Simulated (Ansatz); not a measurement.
# S on Ag(111): change of the work function, part 2 of 3

Wanted: Δφ(θ) for S/Ag(111), starting from the fcc site.

Ansatz 0.2.0; plane-wave DFT, PBE, Ansatz PAW.

So far, work function, upper face (eV): step 2 (the clean slab) 4.47.

## 3. Adsorbate added, k-mesh 6×6×1, coverage 0.25 ML

System of this step: Ag16S (S/Ag(111)). The cell holds 17 atoms: 16 Ag and 1 S. Its edges and angles: a = 5.784 Å, b = 5.784 Å, c = 27.121 Å, α = 90.0°, β = 90.0°, γ = 60.0°. Vacuum lies along c.

The clean slab as it ended is repeated in the plane and the adsorbate is set on one face; the cell's size fixes the coverage, and the k-mesh shrinks with it to keep the sampling density about even. Adsorbate and upper layers relax, since the dipole depends on the height.

Input file input.yaml:

```yaml
crystal:
  lattice:
    - [5.7841334702, 1.0e-10, 0.0]
    - [2.892066735, 5.0092065241, 0.0]
    - [0.0, 0.0, 27.1214984699]
  atoms:
    - { symbol: Ag, position: [0.0, 0.0, 0.3318400718] }
    - { symbol: Ag, position: [0.1666666667, 0.1666666667, 0.4189061535] }
    - { symbol: Ag, position: [0.3333333333, 0.3333333333, 0.5069794741] }
    - { symbol: Ag, position: [0.0, 0.0, 0.5958830511] }
    - { symbol: Ag, position: [0.0, 0.5, 0.3318400718] }
    - { symbol: Ag, position: [0.1666666667, 0.6666666667, 0.4189061535] }
    - { symbol: Ag, position: [0.3333333333, 0.8333333333, 0.5069794741] }
    - { symbol: Ag, position: [0.0, 0.5, 0.5958830511] }
    - { symbol: Ag, position: [0.5, 0.0, 0.3318400718] }
    - { symbol: Ag, position: [0.6666666667, 0.1666666667, 0.4189061535] }
    - { symbol: Ag, position: [0.8333333333, 0.3333333333, 0.5069794741] }
    - { symbol: Ag, position: [0.5, 0.0, 0.5958830511] }
    - { symbol: Ag, position: [0.5, 0.5, 0.3318400718] }
    - { symbol: Ag, position: [0.6666666667, 0.6666666667, 0.4189061535] }
    - { symbol: Ag, position: [0.8333333333, 0.8333333333, 0.5069794741] }
    - { symbol: Ag, position: [0.5, 0.5, 0.5958830511] }
    - { symbol: S, position: [0.1666666667, 0.1666666667, 0.6681599282] }
kpoints:
  mp_grid: { grid: [6, 6, 1] }
hamiltonian:
  xc: pbe
scf:
  occupations: { method: fermi_dirac, width: 0.1 }
  convergence: { dr2_threshold: 1.0e-08 }
efield:
  axis: 3
  dipole_correction: true
  ramp_position: 0.97
  ramp_width: 0.06
relax:
  f_tol: 0.02
  max_steps: 60
  constraints: [{ sites: [0, 1, 4, 5, 8, 9, 12, 13] }]
output:
  dos: { projected: true, e_range: [-8, 4] }
  write_potential: true
  write_density: true
  volumetric_format: npy
  elf: true
```

On the command line:

```sh
$ ansatz run input.yaml --threads 4 --pin off --max-ram 6144MiB --backend cpu --events-out ev --progress --plain --runs-dir out
```

Numbers of over 12 decimals in the logs are rounded to 6 here.

Log:

```text
[...]
Crystal: 17 atoms, lattice volume = 785.816 Å³
Basis set: ecut = 420 eV, 15415 PW (Γ), exchange–correlation on 80×80×384 points (8 copies of the dense FFT grid, shifted against one another)
Bands: 186, of which v1, the nominal top of the filled ones, is band 155 counted from 1 (154 counted from 0)
Symmetry: 6 space group operations
[...]
k-points: 7 of 36 (time reversal used)
[...]
SCF iter   1: F=—  HF=-122348.501061 eV  |F-HF|=—  |Δ(HF+E_count)|=         —  Δρ=2.17e-3  dr2=4.34e-1  ethr=1.77e-3  p=-0.237 e·Å  D=-5.46e-2 V/Å  ΔV_dip=1.48 eV  dr2_dipole=1.68e-1  V_vac-E_F(+/−)=5.82/4.34 eV  ⟨swp⟩=6.6  Hψ=5111  notcnv=0  defer=108
[...]
SCF iter   9: F=-122348.509281 eV  HF=-122348.509281 eV  |F-HF|=1.38e-8  |Δ(HF+E_count)|=   1.93e-8  Δρ=4.68e-7  dr2=1.83e-9  ethr=3.23e-12  p=-0.223 e·Å  D=-5.14e-2 V/Å  ΔV_dip=1.39 eV  dr2_dipole=4.47e-11  V_vac-E_F(+/−)=5.87/4.47 eV  ⟨swp⟩=17.1  Hψ=9910  notcnv=0
SCF 1 converged in 9 iterations: F = -122348.509281 eV  dr2 = 1.83e-9
[...]
relax step   1: F+E_penalty+E_count = -122348.50928091 eV  Δ(F+E_penalty+E_count) = +0.000e0 eV  max|allowed force component| = 1.375e0 eV/Å  Δτ_max = 0.0000 Å  (9 SCF iters, accepted)
[...]
SCF iter   9: F=-122348.679618 eV  HF=-122348.679618 eV  |F-HF|=4.50e-9  |Δ(HF+E_count)|=   2.20e-8  Δρ=4.03e-7  dr2=1.71e-9  ethr=3.23e-12  p=-0.181 e·Å  D=-4.18e-2 V/Å  ΔV_dip=1.13 eV  dr2_dipole=3.09e-12  V_vac-E_F(+/−)=5.61/4.47 eV  ⟨swp⟩=9.0  Hψ=7959  notcnv=0
SCF 2 converged in 9 iterations: F = -122348.679618 eV  dr2 = 1.71e-9
relax step   2: F+E_penalty+E_count = -122348.67961842 eV  Δ(F+E_penalty+E_count) = -1.703e-1 eV  max|allowed force component| = 2.730e-1 eV/Å  Δτ_max = 0.1938 Å  (9 SCF iters, accepted)
SCF iter   1: F=—  HF=-122348.695773 eV  |F-HF|=—  |Δ(HF+E_count)|=         —  Δρ=7.09e-4  dr2=9.52e-3  ethr=4.07e-5  p=-0.181 e·Å  D=-4.18e-2 V/Å  ΔV_dip=1.13 eV  dr2_dipole=3.20e-3  V_vac-E_F(+/−)=5.60/4.47 eV  ⟨swp⟩=3.0  Hψ=2421  notcnv=0  defer=128
[...]
SCF iter   8: F=-122348.695043 eV  HF=-122348.695043 eV  |F-HF|=5.24e-9  |Δ(HF+E_count)|=   3.38e-8  Δρ=3.90e-7  dr2=1.51e-9  ethr=3.23e-12  p=-0.176 e·Å  D=-4.06e-2 V/Å  ΔV_dip=1.10 eV  dr2_dipole=8.35e-11  V_vac-E_F(+/−)=5.57/4.47 eV  ⟨swp⟩=12.9  Hψ=8617  notcnv=0
SCF 3 converged in 8 iterations: F = -122348.695043 eV  dr2 = 1.51e-9
relax step   3: F+E_penalty+E_count = -122348.69504306 eV  Δ(F+E_penalty+E_count) = -1.542e-2 eV  max|allowed force component| = 6.725e-2 eV/Å  Δτ_max = 0.0385 Å  (8 SCF iters, accepted)
SCF iter   1: F=—  HF=-122348.695609 eV  |F-HF|=—  |Δ(HF+E_count)|=         —  Δρ=2.68e-4  dr2=9.97e-4  ethr=3.27e-6  p=-0.176 e·Å  D=-4.06e-2 V/Å  ΔV_dip=1.10 eV  dr2_dipole=2.35e-4  V_vac-E_F(+/−)=5.58/4.47 eV  ⟨swp⟩=3.0  Hψ=2309  notcnv=0  defer=128
[...]
SCF iter   7: F=-122348.696060 eV  HF=-122348.696060 eV  |F-HF|=1.01e-8  |Δ(HF+E_count)|=   3.92e-8  Δρ=3.84e-7  dr2=1.86e-9  ethr=3.23e-12  p=-0.178 e·Å  D=-4.11e-2 V/Å  ΔV_dip=1.11 eV  dr2_dipole=1.94e-11  V_vac-E_F(+/−)=5.59/4.47 eV  ⟨swp⟩=11.4  Hψ=8335  notcnv=0
SCF 4 converged in 7 iterations: F = -122348.696060 eV  dr2 = 1.86e-9
relax step   4: F+E_penalty+E_count = -122348.69606034 eV  Δ(F+E_penalty+E_count) = -1.017e-3 eV  max|allowed force component| = 1.461e-2 eV/Å  Δτ_max = 0.0110 Å  (7 SCF iters, accepted)
NSCF: frozen V_eff on 7 k-points
[...]
WARN: The output density's exchange-correlation potential varies sharply where the density is thin. Do not read a vacuum level from v_tot or v_xc, or from such a field of the output density. On a cell that repeats whose density bears no net charge and no dipole along the vacuum's axis use v_es (v_loc + v_h of the components); under efield.dipole_correction with no amplitude use v_es + v_field, which holds any externa [...]
SCF converged after 7 iterations
Free energy (F): -122348.696060 eV
[...]
Internal energy: -122348.516212 eV  (E = F + TS)
E sigma→0 (E₀):  -122348.606136 eV
Entropy (-TS):   -0.179849 eV (-10.579 meV/atom)
Fermi energy:    3.015092 eV
Dipole field:    D = -0.041100 V/Å  (p = -0.178487 e·Å, saw-weighted, corrected)
Work function:   Φ+ = 5.5891 eV   Φ− = 4.4744 eV
[...]
--- Forces (eV/Å), atoms counted from 1 ---
  atom   1  Ag    -0.03274158    -0.01890336    -0.15165000
  atom   2  Ag     0.00000000    -0.00000000     0.16764334
  atom   3  Ag    -0.00117617    -0.00067906     0.00307364
  atom   4  Ag    -0.00333095    -0.00192313    -0.00114025
  atom   5  Ag    -0.00000000     0.03780672    -0.15165000
  atom   6  Ag    -0.06003532     0.03466141     0.13000817
  atom   7  Ag    -0.00000000     0.00135812     0.00307364
  atom   8  Ag    -0.00000000     0.00384625    -0.00114025
  atom   9  Ag     0.03274158    -0.01890336    -0.15165000
  atom  10  Ag     0.00000000    -0.06932282     0.13000817
  atom  11  Ag     0.00117617    -0.00067906     0.00307364
  atom  12  Ag     0.00333095    -0.00192313    -0.00114025
  atom  13  Ag     0.00000000    -0.00000000    -0.10523243
  atom  14  Ag     0.06003532     0.03466141     0.13000817
  atom  15  Ag     0.00000000     0.00000000     0.00430380
  atom  16  Ag    -0.00000000     0.00000000    -0.01460682
  atom  17  S     -0.00000000     0.00000000     0.00702082
  max |Σ_I F_I| component: 3.42e-6 eV/Å
--- Band table (eV; the first three rows and the last of 7) ---
  k-point 0: bands = [... 151 lower, 2.4317, 3.2476, 3.2498, 3.2498, 3.6416, 3.9921, 3.9921, 4.1315, ... 27 higher]
  k-point 1: bands = [... 151 lower, 1.9252, 2.6005, 2.8827, 3.0171, 3.1129, 3.7230, 3.7548, 4.1746, ... 27 higher]
  k-point 2: bands = [... 151 lower, 1.7691, 2.1250, 2.7763, 2.8254, 3.1821, 3.4825, 3.7029, 4.0837, ... 27 higher]
  k-point 6: bands = [... 151 lower, 1.2523, 1.5320, 1.7708, 2.6982, 2.9157, 3.5337, 4.7545, 4.8555, ... 27 higher]
--- Relaxed structure (4 steps of the walk, 4 accepted, 0 SCFs on fresh bases) ---
  F+E_penalty+E_count = -122348.69606034 eV   max|allowed force component| = 1.461e-2 eV/Å
  atoms:
[...]
- { symbol: Ag, position: [0.166667, 0.166667, 0.418906] }
    - { symbol: Ag, position: [0.333180, 0.333180, 0.506909] }
    - { symbol: Ag, position: [-0.0046751, -0.0046751, 0.597249] }
    - { symbol: Ag, position: [-2.7755575615628914e-17, 0.500000, 0.331840] }
    - { symbol: Ag, position: [0.166667, 0.666667, 0.418906] }
    - { symbol: Ag, position: [0.333180, 0.833640, 0.506909] }
    - { symbol: Ag, position: [-0.0046751, 0.509350, 0.597249] }
    - { symbol: Ag, position: [0.500000, -1.7959490103280128e-17, 0.331840] }
    - { symbol: Ag, position: [0.666667, 0.166667, 0.418906] }
    - { symbol: Ag, position: [0.833640, 0.333180, 0.506909] }
    - { symbol: Ag, position: [0.509350, -0.0046751, 0.597249] }
    - { symbol: Ag, position: [0.500000, 0.500000, 0.331840] }
    - { symbol: Ag, position: [0.666667, 0.666667, 0.418906] }
    - { symbol: Ag, position: [0.833333, 0.833333, 0.509715] }
    - { symbol: Ag, position: [0.500000, 0.500000, 0.594050] }
    - { symbol: S, position: [0.166667, 0.166667, 0.660870] }
```

It took 41 s on 4 threads of AMD EPYC 9R45, shared host; peak memory 3.4 GiB; 2.7 min of CPU time.

Relaxation path:

| step | energy less that of the first step (eV) | largest force component (eV/Å) |
| --- | --- | --- |
| 1 | 0.0000 | 1.3750 |
| 2 | -0.1703 | 0.2730 |
| 3 | -0.1858 | 0.0673 |
| 4 | -0.1868 | 0.0146 |

Forces are held to the 6 operations that the run works with; a distortion that breaks them can't arise in this run.

The atoms that moved most (Å):

| atom | dx | dy | dz | length |
| --- | --- | --- | --- | --- |
| S17 | 0.000 | 0.000 | -0.198 | 0.198 |
| Ag15 | 0.000 | 0.000 | 0.074 | 0.074 |
| Ag4 | -0.041 | -0.023 | 0.037 | 0.060 |
| Ag8 | 0.000 | 0.047 | 0.037 | 0.060 |
| Ag12 | 0.041 | -0.023 | 0.037 | 0.060 |
| Ag16 | 0.000 | 0.000 | -0.050 | 0.050 |

The relaxed structure:

```cif
data_structure
_symmetry_space_group_name_H-M 'P 1'
_symmetry_Int_Tables_number 1
_cell_length_a 5.7841
_cell_length_b 5.7841
_cell_length_c 27.1215
_cell_angle_alpha 90.000
_cell_angle_beta 90.000
_cell_angle_gamma 60.000
_cell_volume 785.82
loop_
_atom_site_label
_atom_site_type_symbol
_atom_site_fract_x
_atom_site_fract_y
_atom_site_fract_z
_atom_site_occupancy
Ag1 Ag 0.00000 0.00000 0.33184 1
Ag2 Ag 0.16667 0.16667 0.41891 1
Ag3 Ag 0.33318 0.33318 0.50691 1
Ag4 Ag 0.99532 0.99532 0.59725 1
Ag5 Ag 0.00000 0.50000 0.33184 1
Ag6 Ag 0.16667 0.66667 0.41891 1
Ag7 Ag 0.33318 0.83364 0.50691 1
Ag8 Ag 0.99532 0.50935 0.59725 1
Ag9 Ag 0.50000 0.00000 0.33184 1
Ag10 Ag 0.66667 0.16667 0.41891 1
Ag11 Ag 0.83364 0.33318 0.50691 1
Ag12 Ag 0.50935 0.99532 0.59725 1
Ag13 Ag 0.50000 0.50000 0.33184 1
Ag14 Ag 0.66667 0.66667 0.41891 1
Ag15 Ag 0.83333 0.83333 0.50971 1
Ag16 Ag 0.50000 0.50000 0.59405 1
S17 S 0.16667 0.16667 0.66087 1
```

Numbers from this step:

```yaml
energy_at_zero_smearing: -122348.6061 eV
work_function_upper_face: 5.589 eV
work_function_lower_face: 4.474 eV
dipole_along_the_normal: -0.1785 e·Å
step_between_the_vacuum_levels: 1.115 eV
```

Running mean over 2.361 Å of the planar mean; the ramp of the sawtooth is left out. Table of electron's electrostatic potential energy less the Fermi level by z:

| z (Å) | electron's electrostatic potential energy less the Fermi level (eV) |
| --- | --- |
| 3.5 | 4.47 |
| 4.0 | 4.47 |
| 4.5 | 4.47 |
| 5.0 | 4.47 |
| 5.5 | 4.45 |
| 6.0 | 4.40 |
| 6.5 | 4.22 |
| 7.0 | 3.51 |
| 7.5 | 1.25 |
| 8.0 | -2.20 |
| 8.5 | -4.88 |
| 9.0 | -5.78 |
| 9.5 | -5.94 |
| 10.0 | -5.98 |
| 10.5 | -6.01 |
| 11.0 | -6.04 |
| 11.5 | -6.00 |
| 12.0 | -5.84 |
| 12.5 | -5.71 |
| 13.0 | -5.76 |
| 13.5 | -5.91 |
| 14.0 | -5.91 |
| 14.5 | -5.74 |
| 15.0 | -5.65 |
| 15.5 | -5.77 |
| 16.0 | -5.97 |
| 16.5 | -5.95 |
| 17.0 | -4.49 |
| 17.5 | -1.42 |
| 18.0 | 1.55 |
| 18.5 | 3.07 |
| 19.0 | 4.11 |
| 19.5 | 5.00 |
| 20.0 | 5.45 |
| 20.5 | 5.56 |
| 21.0 | 5.58 |
| 21.5 | 5.59 |
| 22.0 | 5.59 |
| 22.5 | 5.59 |
| 23.0 | 5.59 |
| 23.5 | 5.59 |
| 24.0 | 5.59 |

The density of states has structure finer than the step of the table below, so its rows give means over 0.5 eV, whole bins alone (the curve runs from -8 to 1.98 eV). Peaks (eV: height): -4.81: 76.4, -4.60: 70.2, -4.48: 67.3, -3.97: 68.5, -3.88: 75.6, -3.25: 68.3, -3.04: 99.1.

The density of states by energy, zero at the Fermi level; means over each step:

| energy (eV) | density of states (states/eV a cell) |
| --- | --- |
| -7.5 | 0.00811 |
| -7.0 | 1.13 |
| -6.5 | 1.91 |
| -6.0 | 27.6 |
| -5.5 | 45.2 |
| -5.0 | 36.0 |
| -4.5 | 55.5 |
| -4.0 | 50.2 |
| -3.5 | 52.2 |
| -3.0 | 46.7 |
| -2.5 | 4.95 |
| -2.0 | 5.06 |
| -1.5 | 8.07 |
| -1.0 | 4.13 |
| -0.5 | 5.65 |
| 0.0 | 5.38 |
| 0.5 | 3.65 |
| 1.0 | 4.99 |
| 1.5 | 5.47 |

Projected DOS per atom over height of the atomic layer and energy from the Fermi level. Layers: Ag4 Ag4 Ag4 Ag4 S from below.

Values in states/eV, 22 rows by 5 columns, each cell a mean:
```
0.14 0.17 0.19 0.14 0.16
0.19 0.18 0.19 0.20 0.38
0.28 0.20 0.18 0.27 0.43
0.12 0.11 0.09 0.12 0.28
0.25 0.27 0.20 0.18 0.57
0.30 0.24 0.27 0.19 0.91
0.20 0.14 0.15 0.15 0.93
0.31 0.29 0.22 0.47 2.82
0.18 0.20 0.30 0.37 1.09
0.20 0.15 0.18 0.27 0.53
1.67 1.68 1.64 1.07 0.26
4.03 3.54 3.44 3.23 0.49
3.91 2.56 3.16 3.60 0.49
3.70 2.48 2.61 3.45 0.54
3.42 3.64 3.45 3.35 0.76
2.19 2.30 2.61 2.84 0.79
2.68 3.34 2.91 2.70 0.42
0.96 2.81 2.51 1.53 0.44
0.08 0.24 0.22 0.10 0.04
0.04 0.13 0.11 0.02 0.01
0.01 0.04 0.03 0.01 0.00
0.00 0.00 0.00 0.00 0.00
```
Columns: height of the atomic layer (Å) from 9 to 17.9 (not evenly spaced); rows upwards: energy from the Fermi level (eV) from -7.96 to 1.95.

Electrostatic potential energy in the ca plane at fractional y = 0.167, with atoms of Ag and S within 0.2 Å of it. With pseudopotentials it is smooth inside the atoms' cores, unlike the true potential.

Ten even steps from '0' (-31 eV) to '9' (8 eV), each cell a mean:
```
45789888898754578875468899999999999999999999
45889888898754578875468999999999999999999999
67888644688876789886678999999999999999999999
88886100268888899988889999999999999999999999
99984000158999999999899999999999999999999999
89985000168988999998889999999999999999999999
78887312478887889987788999999999999999999999
56888767888765688875568999999999999999999999
45789888898743578874468999999999999999999999
56888767888765688876578878899999999999999999
78887312478887889988887422589999999999999999
89984000168988899998886000179999999999999999
99984000158999999999985011069999999999999999
88886100268888899998887200279999999999999999
67888644688876789887778755799999999999999999
```
Columns run along c (16.0 Å, from fractional 0.33 to 0.92 of the cell; values clipped at the 3rd and 97th percentile), rows up along a (5.8 Å). Atoms in or near the plane, at fractional coordinates: Ag at (0.42, 0.17), Ag at (0.42, 0.67), S at (0.66, 0.17).

Valence density in the ca plane at fractional y = 0.167, with atoms of Ag and S within 0.2 Å of it. It is the smooth field of the valence electrons, not physical close to the nuclei.

Ten steps, logarithmic in the rise over the least value, from '0' (0 e/Å³) to '9' (17 e/Å³), each cell a mean:
```
43211121111244321124432111100000000000000000
43211122111244321124431100000000000000000000
32112344311223211122321000000000000000000000
11113688631111111111110000000000000000000000
11124899741111110111110000000000000000000000
11124799731111110111110000000000000000000000
22112566421122211112221000000000000000000000
43211233211234321123431100000000000000000000
43211111111244421124432111000000000000000000
43211233211234321123322222110000000000000000
22112566421122211112222343320000000000000000
11124799731111110011123433421000000000000000
11124899741111110001123423431000000000000000
11113688631111110011123444321000000000000000
32112344311223211122322333210000000000000000
```
Columns run along c (16.0 Å, from fractional 0.33 to 0.92 of the cell), rows up along a (5.8 Å). Atoms in or near the plane, at fractional coordinates: Ag at (0.42, 0.17), Ag at (0.42, 0.67), S at (0.66, 0.17).

ELF in the ca plane at fractional y = 0.167, with atoms of Ag and S within 0.2 Å of it. It is the smooth field of the valence electrons, not physical close to the nuclei.

Ten even steps from '0' (0.00) to '9' (0.90), each cell a mean:
```
33211111111233321123322467764210000000000000
33211111111233321123331223321000000000000000
22111333211222211122221111100000000000000000
22113566421111111111211100000000000000000000
22223688531221111111111100000000000000000000
22213677531221111111111100000000000000000000
22112455321122211112221100000000000000000000
32211222211233221123321112211000000000000000
43211111111234321123321245543100000000000000
32211222211233221122223688875310000000000000
22112455321222211111126889997520000000000000
22213677521222111111247734998631000000000000
22223688532222111111247512898631000000000000
22213566421221111111137867998521000000000000
22111333211222211122224799986410000000000000
```
Columns run along c (16.0 Å, from fractional 0.33 to 0.92 of the cell), rows up along a (5.8 Å). Atoms in or near the plane, at fractional coordinates: Ag at (0.42, 0.17), Ag at (0.42, 0.67), S at (0.66, 0.17).

The relaxation took 4 steps and lowered the energy by 0.19 eV; the largest force on the free atoms ends at 0.015 eV/Å.

By hand: a sheet of dipoles makes a step −p/(ε₀A) in the electron's potential. With e/ε₀ = 180.95 V·Å, p = -0.1785 e·Å and A = 28.97 Å², that is −180.95 × (-0.1785) / 28.97 = +1.115 eV, and the two vacuum levels of the run differ by +1.115 eV.

The covered face has 5.59 eV, +1.12 eV against the clean one; the bare back face has moved by +0.02 eV, a measure of how thin the slab is.

(Part 2 of 3 ends here.)

[Logs are printed without paths, hosts, clocks, repeated set-up lines and the standing remarks that a program may print on its own settings, such as how far it seeks lower states.]

[Hosts, paths, dates, database ids (printed as entryN), source tags and the programs' standing remarks are cut or masked in the printed files.]

[Maps of the electrostatic potential energy from Ansatz leave out the sawtooth potential of an applied field or a dipole correction, so their vacuum need not be flat; planar profiles and work functions include it.]

[The density of states shown here was stored with 400 of the rows of the run's finer table, so its peaks can read low, often by over a quarter, or be missed, and its means over a window can be off by a tenth or more.]
